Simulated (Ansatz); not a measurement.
# InP, zinc blende: band edges under a change of volume

How fast do the gaps move when the cell is scaled evenly?

Calculated with Ansatz 0.2.0, r2SCAN, PAW files of the set soft_1, cutoff 600 eV, Fermi–Dirac smearing 0.02 eV, k-mesh 8×8×8, no spin polarisation, no spin-orbit coupling.

Reference cell, relaxed at zero pressure with r2SCAN (F-43m): a = 4.1774 Å, b = 4.1774 Å, c = 4.1774 Å, α = 60.00°, β = 60.00°, γ = 60.00°.

```csv
atom,x,y,z
In,0.0000,0.0000,0.0000
P,0.7500,0.7500,0.7500
```

Levels are read on the k-mesh and along lines from Γ to X = (0.5, 0, 0.5), L = (0.5, 0.5, 0.5), K = (0.375, 0.375, 0.75) and W = (0.5, 0.25, 0.75) in the reciprocal basis of this cell (the letters only name these points), and count from the highest filled level.

```csv
ln(V/V0),gap (eV),direct gap at Γ (eV)
−0.0619,1.381,1.381
−0.0408,1.259,1.259
−0.0202,1.139,1.139
0.0000,1.022,1.022
0.0392,0.792,0.792
0.0583,0.681,0.681
```

**Question.** Fit the direct gap at Γ and give it at ln(V/V0) = 0.0198, a row left out above.

A straight line through the 6 rows: the means are −0.004233 for ln(V/V0) and 1.0457 for the level, Σ(Δx)² = 0.01073 and ΣΔxΔy = −0.06255, so the slope is −0.06255/0.01073 = −5.8282 and the intercept 1.0457 − (−5.8282)(−0.004233) = 1.021.

The slope is the volume deformation potential of this gap, −5.83 eV, as a mean over the range. The line gives 0.906 eV. The run itself gives 0.906 eV, so the estimate misses by 0.000 eV, a rounding's worth.

The gap is direct at Γ in every row. Semilocal functionals give gaps that are too small, and the error differs from valley to valley, so the order of close valleys can be wrong too. Spin-orbit coupling, left out here, splits the valence top by 0.1 eV or more with such elements and lowers the gap.

[Logs are printed without paths, hosts, clocks, repeated set-up lines and the standing remarks that a program may print on its own settings, such as how far it seeks lower states.]
